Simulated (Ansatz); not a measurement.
Consider Ga2AsP (zincblende [001] superlattice).

The cell holds 12 atoms: 6 Ga, 3 As and 3 P. Its edges and angles: a = 3.926 Å, b = 3.926 Å, c = 16.616 Å, α = 90.0°, β = 90.0°, γ = 90.0°. It derives from GaAs. Regions: GaAs, 6 atoms (3 Ga and 3 As); GaP, 6 atoms (3 Ga and 3 P). The structure's axis is c.

```xyz
12
Lattice="3.9263 0.0000 0.0000 0.0000 3.9263 0.0000 0.0000 0.0000 16.6156" Properties=species:S:1:pos:R:3 pbc="T T T"
Ga    0.0000    0.0000    0.6658
As    1.9632    0.0000    2.1021
Ga    1.9632    1.9632    3.5363
As    0.0000    1.9632    4.9729
Ga    0.0000    0.0000    6.4094
As    1.9632    0.0000    7.8436
Ga    1.9632    1.9632    9.2799
P     0.0000    1.9632   10.6132
Ga    0.0000    0.0000   11.9481
P     1.9632    0.0000   13.2807
Ga    1.9632    1.9632   14.6133
P     0.0000    1.9632   15.9482
```

The structure was relaxed with PBEsol. The runs that relaxed it are not among those shown.

Gaps computed with Ansatz 0.2.0 without a self-energy: PBEsol 1.03 eV and HSE06 1.97 eV.

What gap should G0W0 on PBEsol give (4×4×2 mesh, 496 empty bands, screening to 90 eV, PAW set soft_1 files)?

About 1.74 eV: on its mesh the run moves the gap from 1.02 eV by +0.72 eV. A band edge moves to another state on the way. Among the scalar-relativistic levels given, HSE06 is nearest (+0.23 eV). Bands and cutoff are finite, so the gap is not at the basis limit. The miss can reach some tenths of an eV and take either sign; the mesh is an error of its own. The 4×4×2 mesh is coarse for this cell (its supercell is 16 Å along the shortest edge). The RPA ε∞ on it, from the PBEsol start, is 14.97 and 19.81; such meshes misread the long-range screening, most where the gap is narrow. The many-body steps are scalar-relativistic: spin-orbit coupling is not in them.

[Paths, hosts, dates, memory and timing lines, banners, echoed tables and standing remarks are left out of the program output.]

[Logs are printed without paths, hosts, clocks, repeated set-up lines and the standing remarks that a program may print on its own settings, such as how far it seeks lower states.]

[Runs of the session that timed out or met a known fault of the program may be left out.]

[Cells called generated may have been cut or substituted from an entry of the Crystallography Open Database or the Materials Project.]

[Hosts, paths, dates, database ids (printed as entryN), source tags and the programs' standing remarks are cut or masked in the printed files.]
